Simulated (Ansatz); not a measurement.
## A hypothetical structure for Li2Cu

Starting from a made-up structure for Li2Cu, the aim is the relaxed cell, its shortest contacts and, where a second run follows, its electronic structure.

Method: DFT, PBE, plane-wave PAW, files of the set soft_1, scalar-relativistic, ferromagnetic start, cell and ions relaxed at zero pressure; PAW set soft_1, in Ansatz 0.2.0.

**1. The structure**

The structure is tetragonal, space group I4/mcm (No. 140). Conventional cell: a = 6.271 Å, b = 6.271 Å, c = 4.857 Å, α = 90.00°, β = 90.00°, γ = 90.00°. Cu has 2 Cu at 2.43 Å and 8 Li at 2.66 Å nearest. Li has 4 Cu at 2.66 Å and 3 Li at 2.79 to 2.93 Å nearest. Farther neighbours are not listed.

As a file:

```cif
data_structure
_symmetry_space_group_name_H-M 'P 1'
_symmetry_Int_Tables_number 1
_cell_length_a 5.0557
_cell_length_b 5.0557
_cell_length_c 5.0557
_cell_angle_alpha 103.340
_cell_angle_beta 103.340
_cell_angle_gamma 122.584
_cell_volume 95.50
loop_
_atom_site_label
_atom_site_type_symbol
_atom_site_fract_x
_atom_site_fract_y
_atom_site_fract_z
_atom_site_occupancy
Cu1 Cu 0.75000 0.75000 0.00000 1
Cu2 Cu 0.25000 0.25000 0.00000 1
Li3 Li 0.84260 0.65740 0.50000 1
Li4 Li 0.34260 0.84260 0.18520 1
Li5 Li 0.15740 0.34260 0.50000 1
Li6 Li 0.65740 0.15740 0.81480 1
```

**2. Relaxing cell and atoms**

The guess takes its coordinates from another compound and its volume from a rule, so the cell and any free coordinates are relaxed together.

Contents of input.yaml:

```yaml
crystal:
  lattice:
    - [-3.1355, 3.1355, 2.4285]
    - [3.1355, -3.1355, 2.4285]
    - [3.1355, 3.1355, -2.4285]
  atoms:
    - { symbol: Cu, position: [0.75, 0.75, 0.0], spin: 0.6 }
    - { symbol: Cu, position: [0.25, 0.25, 0.0], spin: 0.6 }
    - { symbol: Li, position: [0.8426, 0.6574, 0.5] }
    - { symbol: Li, position: [0.3426, 0.8426, 0.1852] }
    - { symbol: Li, position: [0.1574, 0.3426, 0.5] }
    - { symbol: Li, position: [0.6574, 0.1574, 0.8148] }
magnetization:
  spin_polarized: true
kpoints:
  mp_grid: { grid: [7, 7, 7] }
scf:
  occupations: { method: fermi_dirac, width: 0.05 }
hamiltonian:
  xc: pbe
  pseudopotentials: { kind: paw, azcp: { folder: soft_1 } }
relax:
  f_tol: 0.015
  max_steps: 70
  cell: {}
output:
  forces: true
  stress: true
```

The run is started by

```sh
> ansatz run input.yaml --threads 4 --pin off --max-ram 10240MiB --backend cpu --events-out ev --progress --plain --runs-dir out
```

Numbers of over 12 decimals in the logs are rounded to 6 here.

The log of the run:

```text
Engine: ansatz 0.2.0, aarch64-unknown-linux-gnu
Pseudopotentials: kind: paw
Pseudopotential: Cu, paw, valence charge 19, recommended cutoff 420 eV (normal), soft_1/Cu.paw.azcp
Pseudopotential: Li, paw, valence charge 3, recommended cutoff 420 eV (normal), soft_1/Li.paw.azcp
Functional definition: PBE
  parameter kappa = 0.804
  parameter beta = 0.066725
  exchange = pbe_x(kappa = kappa, mu = beta*pi^2/3)
  correlation = pbe_c(beta = beta)
Crystal: 6 atoms, lattice volume = 95.502 Å³
Basis set: ecut = 420 eV, 1857 PW (Γ), exchange–correlation on 72×72×72 points (8 copies of the dense FFT grid, shifted against one another)
Bands: 32, of which v1, the nominal top of the filled ones, is band 25 counted from 1 (24 counted from 0)
Symmetry: 16 space group operations
Space group: I4/mcm (ITA 140), of the structure as read, at distance tolerance 4.6e-5 Å
Magnetic group: BNS 140.541 (UNI 1201), of the structure as read, at distance tolerance 4.6e-5 Å
k-points: 40 of 343
Non-local potential: Cu, projectors of the file, l = 0: 3, l = 1: 2, l = 2: 3, l = 3: 1
Non-local potential: Li, projectors of the file, l = 0: 3, l = 1: 2, l = 2: 1
PAW form: soft (Blöchl's): semilocal exchange-correlation on the pseudo side does not see the compensation charge
PAW one-centre angular grid: Cu, 590 points (default); XC on 64 Gauss nodes
PAW one-centre angular grid: Li, 110 points (default); XC on 96 Gauss nodes
Initial density: superposition of atomic densities (chi_scale 0.1, normalization cell, long waves kept (reshape's long-wave potential 0.00 eV rms))
Starting moments: Σ|m| = 1.2 μB on 2 of 6 sites
Initial wavefunctions: pseudopotential atomic-orbital guess
Functional: x = pbe(κ = 0.804, μ = 0.219515), c = pbe(β = 0.066725)
SCF iter   1: F=—  HF=-14072.309159 eV  |F-HF|=—  |Δ(HF+E_count)|=         —  Δρ=1.17e-1 (↑1.17e-1 ↓1.11e-1)  dr2=4.19e1  dr2_m=2.54e-2  M=1.092 μB ∫|m|=1.105 μB  β_m=0.30  ethr=3.10e-3  ⟨swp⟩=6.4  Hψ=9581  notcnv=0  defer=1
preconditioner: auto → Kerker (q_TF=auto, 2.449 Å⁻¹)  [metal: Δε(μ)=0.008 eV  Ē_g=4.823 eV  σ=0.050 eV  W_gap=0.04  n_scr=16 (ndim 8)  ℏωp=19.4 eV  f_vac=0.000  D(μ)=6.74/eV (n_scr^D=70)]
spin=Collinear: Kerker preconditioning applied to the charge; magnetization (m = ρ↑ − ρ↓) channel mixes plain (no charge-response kernel on spin).
SCF iter   2: F=—  HF=-14070.998910 eV  |F-HF|=—  |Δ(HF+E_count)|=    1.31e0  Δρ=9.27e-2 (↑2.32e-2 ↓9.27e-2)  dr2=4.54e0  dr2_m=1.35e0  M=0.103 μB ∫|m|=0.132 μB  β_m=0.30  ethr=3.10e-3  ⟨swp⟩=3.2  Hψ=7189  notcnv=0  defer=74
SCF iter   3: F=—  HF=-14069.313962 eV  |F-HF|=—  |Δ(HF+E_count)|=    1.68e0  Δρ=3.19e-2 (↑2.48e-2 ↓3.19e-2)  dr2=2.32e-1  dr2_m=6.06e-1  M=0.119 μB ∫|m|=0.160 μB  β_m=0.30  ethr=3.10e-3  ⟨swp⟩=2.0  Hψ=5646  notcnv=0  defer=115
SCF iter   4: F=—  HF=-14069.298717 eV  |F-HF|=—  |Δ(HF+E_count)|=   1.52e-2  Δρ=3.11e-2 (↑3.11e-2 ↓9.20e-3)  dr2=5.34e-1  dr2_m=3.29e-1  M=0.093 μB ∫|m|=0.137 μB  β_m=0.30  ethr=4.64e-4  ⟨swp⟩=2.0  Hψ=5657  notcnv=0  defer=109
SCF iter   5: F=—  HF=-14069.301461 eV  |F-HF|=—  |Δ(HF+E_count)|=   2.74e-3  Δρ=2.88e-2 (↑3.67e-3 ↓2.88e-2)  dr2=4.92e-1  dr2_m=2.16e-1  M=0.045 μB ∫|m|=0.086 μB  β_m=0.30  ethr=4.64e-4  ⟨swp⟩=3.0  Hψ=4104  notcnv=0  defer=109
SCF iter   6: F=—  HF=-14069.281810 eV  |F-HF|=—  |Δ(HF+E_count)|=   1.97e-2  Δρ=1.97e-2 (↑3.77e-3 ↓1.97e-2)  dr2=2.03e-1  dr2_m=1.17e-1  M=0.036 μB ∫|m|=0.070 μB  β_m=0.30  ethr=4.64e-4  ⟨swp⟩=2.0  Hψ=3513  notcnv=0  defer=113
SCF iter   7: F=—  HF=-14069.248649 eV  |F-HF|=—  |Δ(HF+E_count)|=   3.32e-2  Δρ=1.06e-2 (↑1.06e-2 ↓6.40e-3)  dr2=9.48e-3  dr2_m=6.27e-2  M=0.032 μB ∫|m|=0.060 μB  β_m=0.30  ethr=4.06e-4  ⟨swp⟩=2.1  Hψ=3765  notcnv=0  defer=114
Mixer restart at iter 7: flushing history
spin-set hold released at iteration 7 (site moments contracting): the magnetisation degrees of freedom join the quasi-Newton model from the next iteration; the mixer history was flushed
SCF iter   8: F=—  HF=-14069.258401 eV  |F-HF|=—  |Δ(HF+E_count)|=   9.75e-3  Δρ=8.32e-3 (↑8.32e-3 ↓4.42e-3)  dr2=8.88e-3  dr2_m=3.53e-2  M=0.024 μB ∫|m|=0.048 μB  β_m=0.62  ethr=1.90e-5  ⟨swp⟩=1.4  Hψ=3500  notcnv=0  defer=110
SCF iter   9: F=—  HF=-14069.266786 eV  |F-HF|=—  |Δ(HF+E_count)|=   8.39e-3  Δρ=1.33e-3 (↑1.33e-3 ↓1.23e-3)  dr2=2.73e-3  dr2_m=8.71e-6  M=-0.001 μB ∫|m|=0.008 μB  β_m=0.57  ethr=1.78e-5  ⟨swp⟩=2.0  Hψ=3835  notcnv=0  defer=110
SCF iter  10: F=—  HF=-14069.266911 eV  |F-HF|=—  |Δ(HF+E_count)|=   1.25e-4  Δρ=6.32e-4 (↑5.62e-4 ↓6.32e-4)  dr2=1.11e-3  dr2_m=4.82e-6  M=-0.000 μB ∫|m|=0.006 μB  β_m=0.45  ethr=5.45e-6  ⟨swp⟩=2.2  Hψ=4343  notcnv=0  defer=110
SCF iter  11: F=—  HF=-14069.266817 eV  |F-HF|=—  |Δ(HF+E_count)|=   9.43e-5  Δρ=1.58e-4 (↑1.28e-4 ↓1.58e-4)  dr2=3.63e-5  dr2_m=3.60e-6  M=0.000 μB ∫|m|=0.006 μB  β_m=0.73  ethr=2.21e-6  ⟨swp⟩=2.0  Hψ=3158  notcnv=0  defer=110
SCF iter  12: F=—  HF=-14069.267014 eV  |F-HF|=—  |Δ(HF+E_count)|=   1.98e-4  Δρ=6.09e-5 (↑3.38e-5 ↓6.09e-5)  dr2=6.42e-6  dr2_m=9.49e-7  M=0.000 μB ∫|m|=0.003 μB  β_m=0.86  ethr=7.26e-8  ⟨swp⟩=2.0  Hψ=3495  notcnv=0  defer=110
SCF iter  13: F=—  HF=-14069.267013 eV  |F-HF|=—  |Δ(HF+E_count)|=   1.08e-6  Δρ=1.48e-5 (↑1.48e-5 ↓1.32e-5)  dr2=1.25e-6  dr2_m=7.35e-8  M=0.000 μB ∫|m|=0.001 μB  β_m=0.93  ethr=1.28e-8  ⟨swp⟩=2.0  Hψ=3413  notcnv=0  defer=110
SCF iter  14: F=—  HF=-14069.267013 eV  |F-HF|=—  |Δ(HF+E_count)|=   1.13e-7  Δρ=4.08e-6 (↑4.08e-6 ↓2.83e-6)  dr2=8.14e-8  dr2_m=1.74e-9  M=0.000 μB ∫|m|=0.000 μB  β_m=0.97  ethr=2.00e-10  ⟨swp⟩=2.1  Hψ=8326  notcnv=0
SCF iter  15: F=—  HF=-14069.267013 eV  |F-HF|=—  |Δ(HF+E_count)|=   1.45e-8  Δρ=9.09e-7 (↑5.77e-7 ↓9.09e-7)  dr2=1.67e-9  dr2_m=1.74e-10  M=0.000 μB ∫|m|=0.000 μB  β_m=0.98  ethr=1.63e-10  ⟨swp⟩=3.0  Hψ=5995  notcnv=0
SCF iter  16: F=-14069.267013 eV  HF=-14069.267013 eV  |F-HF|=9.64e-11  |Δ(HF+E_count)|=  5.22e-10  Δρ=3.84e-7 (↑2.39e-7 ↓3.84e-7)  dr2=2.90e-10  dr2_m=1.94e-11  M=0.000 μB ∫|m|=0.000 μB  ethr=3.35e-12  ⟨swp⟩=2.0  Hψ=4885  notcnv=0
WARN: the starting moments were not kept: the SCF closed with an absolute magnetisation of 2.1e-5 μB, where they sum to 1.2 μB in size (2 sites). That is at most 0.1 of that sum. Measured as dr2_m measures the in/out step, that magnetisation stands 1.5e-11 eV from none, at or under the dr2_threshold of 1.0e-7 eV: it is no larger than a step whose dr2_m would equal this threshold. The system may hold no moment; this S [...]
SCF 1 converged in 16 iterations: F = -14069.267013 eV  dr2 = 2.90e-10
[...]
the starting moments were not kept: the SCF closed with an absolute magnetisation of 2.3e-8 μB, where they sum to 1.2 μB in size (2 sites). That is at most 0.1 of that sum. Measured as dr2_m measures the in/out step, that magnetisation stands 3.5e-17 eV from none, at or under the dr2_threshold of 6.0e-11 eV: it is no larger than a step whose dr2_m would equal this threshold.
SCF 3 converged in 11 iterations: F = -14069.310128 eV  dr2 = 9.83e-12
relax step   3: F+E_penalty+E_count = -14069.31012801 eV  Δ(F+E_penalty+E_count) = -4.311e-2 eV  max|allowed force component| = 1.426e-2 eV/Å  Δτ_max = 0.0936 Å  P = -0.004 GPa  Ω = 96.357 Å³  energy of the carried Pulay correction = -1.368e-4 eV  (11 SCF iters, accepted)
[...]
relax step   4: F+E_penalty+E_count = -14069.31256343 eV  Δ(F+E_penalty+E_count) = -2.435e-3 eV  max|allowed force component| = 2.805e-3 eV/Å  Δτ_max = 0.0068 Å  P = -0.094 GPa  Ω = 96.200 Å³  energy of the carried Pulay correction = -1.117e-4 eV  (6 SCF iters, dr2 threshold 6.00e-7 eV, accepted)
[...]
relax step   5: F+E_penalty+E_count = -14069.31284875 eV  Δ(F+E_penalty+E_count) = -2.853e-4 eV  max|allowed force component| = 6.645e-4 eV/Å  Δτ_max = 0.0027 Å  P = +0.012 GPa  Ω = 95.774 Å³  energy of the carried Pulay correction = -4.362e-5 eV  (8 SCF iters, dr2 threshold 4.75e-8 eV, accepted)
Initial wavefunctions: pseudopotential atomic-orbital guess (no wavefunctions were taken with the density)
iter 1 solved again at ethr=5.09e-8 eV; its pass at ethr=3.10e-3 eV (dr2=2.54e-5 eV) is discarded
SCF iter   1: F=—  HF=-14069.309811 eV  |F-HF|=—  |Δ(HF+E_count)|=         —  Δρ=3.27e-4 (↑3.27e-4 ↓3.27e-4)  dr2=9.70e-6  dr2_m=2.63e-13  M=-0.000 μB ∫|m|=0.000 μB  β_m=0.30  ethr=5.09e-8  ⟨swp⟩=3.0  Hψ=16044  notcnv=0
preconditioner: auto → Kerker (q_TF=auto, 2.448 Å⁻¹)  [metal: Δε(μ)=0.059 eV  Ē_g=6.292 eV  σ=0.050 eV  W_gap=0.28  n_scr=16 (ndim 8)  ℏωp=19.3 eV  f_vac=0.000  D(μ)=1.81/eV (n_scr^D=12)]
spin=Collinear: Kerker preconditioning applied to the charge; magnetization (m = ρ↑ − ρ↓) channel mixes plain (no charge-response kernel on spin).
SCF iter   2: F=—  HF=-14069.311420 eV  |F-HF|=—  |Δ(HF+E_count)|=   1.61e-3  Δρ=2.30e-4 (↑2.30e-4 ↓2.30e-4)  dr2=4.37e-6  dr2_m=1.60e-13  M=-0.000 μB ∫|m|=0.000 μB  β_m=0.62  ethr=1.94e-8  ⟨swp⟩=1.2  Hψ=2582  notcnv=0
SCF iter   3: F=—  HF=-14069.312896 eV  |F-HF|=—  |Δ(HF+E_count)|=   1.48e-3  Δρ=4.35e-5 (↑4.35e-5 ↓4.35e-5)  dr2=2.84e-6  dr2_m=1.62e-14  M=-0.000 μB ∫|m|=0.000 μB  β_m=0.46  ethr=8.74e-9  ⟨swp⟩=2.0  Hψ=3598  notcnv=0
SCF iter   4: F=—  HF=-14069.312909 eV  |F-HF|=—  |Δ(HF+E_count)|=   1.34e-5  Δρ=9.03e-6 (↑9.03e-6 ↓9.03e-6)  dr2=5.43e-8  dr2_m=1.30e-14  M=-0.000 μB ∫|m|=0.000 μB  β_m=0.50  ethr=5.69e-9  ⟨swp⟩=2.0  Hψ=3386  notcnv=0
SCF iter   5: F=—  HF=-14069.312911 eV  |F-HF|=—  |Δ(HF+E_count)|=   2.05e-6  Δρ=1.32e-6 (↑1.32e-6 ↓1.32e-6)  dr2=1.85e-8  dr2_m=4.37e-15  M=-0.000 μB ∫|m|=0.000 μB  β_m=0.72  ethr=1.09e-10  ⟨swp⟩=1.6  Hψ=2742  notcnv=0
SCF iter   6: F=—  HF=-14069.312911 eV  |F-HF|=—  |Δ(HF+E_count)|=   1.98e-9  Δρ=3.54e-7 (↑3.54e-7 ↓3.53e-7)  dr2=8.49e-10  dr2_m=1.57e-16  M=0.000 μB ∫|m|=0.000 μB  β_m=0.86  ethr=3.69e-11  ⟨swp⟩=1.9  Hψ=2894  notcnv=0
SCF iter   7: F=—  HF=-14069.312899 eV  |F-HF|=—  |Δ(HF+E_count)|=   1.20e-5  Δρ=6.45e-7 (↑6.45e-7 ↓6.45e-7)  dr2=3.27e-9  dr2_m=1.09e-16  M=0.000 μB ∫|m|=0.000 μB  β_m=0.86  ethr=1.70e-12  ⟨swp⟩=2.4  Hψ=3994  notcnv=0
SCF iter   8: F=-14069.312899 eV  HF=-14069.312899 eV  |F-HF|=4.55e-11  |Δ(HF+E_count)|=  5.42e-10  Δρ=1.21e-7 (↑1.21e-7 ↓1.21e-7)  dr2=3.34e-11  dr2_m=1.04e-18  M=0.000 μB ∫|m|=0.000 μB  ethr=1.00e-12  ⟨swp⟩=2.0  Hψ=8476  notcnv=0
the starting moments were not kept: the SCF closed with an absolute magnetisation of 3.3e-9 μB, where they sum to 1.2 μB in size (2 sites). That is at most 0.1 of that sum. Measured as dr2_m measures the in/out step, that magnetisation stands 7.9e-19 eV from none, at or under the dr2_threshold of 6.0e-11 eV: it is no larger than a step whose dr2_m would equal this threshold.
SCF 6 converged in 8 iterations: F = -14069.312899 eV  dr2 = 3.34e-11
  greatest PAW one-centre occupation: 1.000 electrons in one spin orbital (limit 2), on the Li atom at site 4 (counted from 0), in its partial waves of l = 0
relax step   6: F+E_penalty+E_count = -14069.31289891 eV  Δ(F+E_penalty+E_count) = -5.016e-5 eV  max|allowed force component| = 6.703e-4 eV/Å  Δτ_max = 0.0000 Å  P = +0.011 GPa  Ω = 95.774 Å³  stress off target by 2.06e-2 GPa  SCF on the basis re-selected at this cell (its energy is not comparable with the rows above)  (8 SCF iters)
basis re-selected at this cell: Δ(F+E_penalty+E_count) = -5.016e-5 eV, ΔP = -0.001 GPa vs the last step (what re-selecting the basis moved, of the pressure what is left beyond the Pulay correction that the steps carried, after the strain that the cell walked since its last selection, with what the two solves' SCF thresholds leave and, on support functions, any second-order correction that the steps lacked; it is no m [...]
SCF converged after 8 iterations
Magnetization: 0.0000 μB (25.0000 up, 25.0000 down)
Absolute magnetization: 0.0000 μB (∫|ρ↑−ρ↓|, with the PAW one-centre terms)
Spin contamination: 0.0000 ħ² per cell (⟨S²⟩ above its minimum at these occupations)
Per-site moments (μB) at R_I (Å): [(-1.5107743086841638e-10, 1.021154), (-1.510773054641115e-10, 1.021154), (1.8990121651040424e-10, 1.083744), (1.8990115486408806e-10, 1.083744), (1.8990103263940176e-10, 1.083744), (1.8990093734790005e-10, 1.083744)]
Free energy (F): -14069.312899 eV
Harris-Foulkes:  -14069.312899 eV  (|F-HF|=4.55e-11)
Internal energy: -14069.297247 eV  (E = F + TS)
E sigma→0 (E₀):  -14069.305073 eV
Entropy (-TS):   -0.015652 eV (-2.609 meV/atom)
Fermi energy:    4.962137 eV
--- Per-component energies (eV) ---
  E_band       = -1478.413567
  E_kinetic    = 591.207697
  E_local      = -14081.295894  (includes V_loc(G=0)·N_el)
  E_nonlocal   = 1706.628606
  E_hartree    = 6047.018904
  E_xc         = -170.793831
  E_vxc        = -220.307034  (∫ρ·V_xc dr)
  E_paw        = -3734.371900  (= ΣΔE_a)
  E_vpaw       = -1568.688226  (= ΣTr[D̂ρ^β])
  E_aug_tail   = 0.002939  (compensation charges beyond the density's cutoff)
  E_ewald      = -4427.693767
  E_smearing   = -0.015652  (= −TS)
  E_closure    = -0.000000  (closes the sum)
  Σ components = -14069.312899   (vs F -14069.312899, Δ=0.00e0)
--- Forces (eV/Å), atoms counted from 1 ---
  atom   1  Cu    -0.00000000     0.00000000    -0.00000000
  atom   2  Cu    -0.00000000     0.00000000     0.00000000
  atom   3  Li    -0.00067026     0.00067026     0.00000000
  atom   4  Li     0.00067026     0.00067026     0.00000000
  atom   5  Li     0.00067026    -0.00067026    -0.00000000
  atom   6  Li    -0.00067026    -0.00067026     0.00000000
  max |Σ_I F_I| component: 8.67e-18 eV/Å
--- Stress (GPa, compression-positive) ---
        0.005669      -0.000000      -0.000000
       -0.000000       0.005669       0.000000
       -0.000000       0.000000       0.020612
  P = ⅓ Tr σ = 0.0107 GPa (0.107 kbar)
--- Relaxed structure (5 steps of the walk, 4 accepted, 1 SCFs on fresh bases) ---
  F+E_penalty+E_count = -14069.31289891 eV   max|allowed force component| = 6.703e-4 eV/Å   (the final SCF, on the basis selected at the relaxed cell)
  cell:  # Å, volume = 95.7736 Å³
    - [-3.109992, 3.109992, 2.475524]
    - [3.109992, -3.109992, 2.475524]
    - [3.109992, 3.109992, -2.475524]
  atoms:
    - { symbol: Cu, position: [0.75, 0.75, -3.7459810350054615e-19] }
    - { symbol: Cu, position: [0.25, 0.25, -3.7459810350054625e-19] }
    - { symbol: Li, position: [0.833106, 0.666894, 0.5] }
    - { symbol: Li, position: [0.333106, 0.833106, 0.166212] }
    - { symbol: Li, position: [0.166894, 0.333106, 0.5] }
    - { symbol: Li, position: [0.666894, 0.166894, 0.833788] }
```

The job ended after 21 s (4 threads of Arm Neoverse V2, shared host; peak memory 0.52 GiB).

The steps of the relaxation:

```
step  energy less that of the first step (eV)  largest force component (eV/Å)  pressure (GPa)  volume (Å³)
   1                                   0.0000                          0.1596           -0.02        95.50
   2                                   0.0102                          0.1517            0.29        97.62
   3                                  -0.0431                          0.0143            0.00        96.36
   4                                  -0.0455                          0.0028           -0.09        96.20
   5                                  -0.0458                          0.0007            0.01        95.77
  6*                                  -0.0459                          0.0007            0.01        95.77
```

Relaxation steps marked * repeat the geometry before them on a plane-wave basis chosen anew for their cell, so energy and pressure can jump there. Relaxation step 2 was tried and not accepted.

The run keeps the 16 symmetry operations that it works with, so distortions that break them were not tested.

```csv
"conventional cell, symmetrised",before,after,change
a (Å),6.271,6.220,-0.8 %
b (Å),6.271,6.220,-0.8 %
c (Å),4.857,4.951,+1.9 %
volume (Å³/atom),15.92,15.96,+0.3 %
```

The atoms that moved most (Å, as changes of fractional coordinates times the final cell):

| atom | dx | dy | dz | length |
| --- | --- | --- | --- | --- |
| Li4 | -0.059 | -0.059 | 0.000 | 0.084 |
| Li5 | -0.059 | 0.059 | 0.000 | 0.084 |
| Li6 | 0.059 | 0.059 | 0.000 | 0.084 |
| Li3 | 0.059 | -0.059 | 0.000 | 0.084 |

Final coordinates:

```cif
data_structure
_symmetry_space_group_name_H-M 'P 1'
_symmetry_Int_Tables_number 1
_cell_length_a 5.0470
_cell_length_b 5.0470
_cell_length_c 5.0470
_cell_angle_alpha 103.921
_cell_angle_beta 103.921
_cell_angle_gamma 121.254
_cell_volume 95.77
loop_
_atom_site_label
_atom_site_type_symbol
_atom_site_fract_x
_atom_site_fract_y
_atom_site_fract_z
_atom_site_occupancy
Cu1 Cu 0.75000 0.75000 0.00000 1
Cu2 Cu 0.25000 0.25000 0.00000 1
Li3 Li 0.83311 0.66689 0.50000 1
Li4 Li 0.33311 0.83311 0.16621 1
Li5 Li 0.16689 0.33311 0.50000 1
Li6 Li 0.66689 0.16689 0.83379 1
```

Numbers from this step:

* free energy: -14069.3129 eV
* energy at zero smearing: -14069.3051 eV
* smearing term TS: 0.01565 eV
* Fermi energy: 4.962 eV
* electrons: 50
* symmetry operations: 16
* pressure: 0.01065 GPa

The shortest distance of each pair, which need not be the same contact before and after:

| pair | guess (Å) | relaxed (Å) |
| --- | --- | --- |
| Cu–Cu | 2.428 | 2.476 |
| Cu–Li | 2.658 | 2.627 |
| Li–Li | 2.792 | 2.875 |

The relaxation ends with a largest force component of 6.7e-4 eV/Å and a pressure of 0.01 GPa. The starting moments have collapsed: the run ends non-magnetic.

**3. Outcome**

```yaml
space_group_relaxed: I4/mcm
conventional_cell: a = 6.220, b = 6.220, c = 4.951 Å; α = 90.0°, β = 90.0°, γ = 90.0°
volume_per_atom: 15.96 Å³ (guess 15.92)
total_moment: 0.00 μB in the cell of 6 atoms
```

What this shows: Li2Cu relaxes to I4/mcm with a = 6.220, b = 6.220 and c = 4.951 Å. The guessed volume was near the relaxed one. The space group I4/mcm was held in the relaxation, so the end point is a stationary structure within it and may be a saddle against distortions or other arrangements. The moments died out from this one start and weren't seeded again at the relaxed cell. Mesh and cutoff weren't tested. No dispersion term is used, so weakly bound directions may come out too long. Nothing here tests whether the compound is stable against decomposition.

[Logs are printed without paths, hosts, clocks, repeated set-up lines and the standing remarks that a program may print on its own settings, such as how far it seeks lower states.]

[Hosts, paths, dates, database ids (printed as entryN), source tags and the programs' standing remarks are cut or masked in the printed files.]
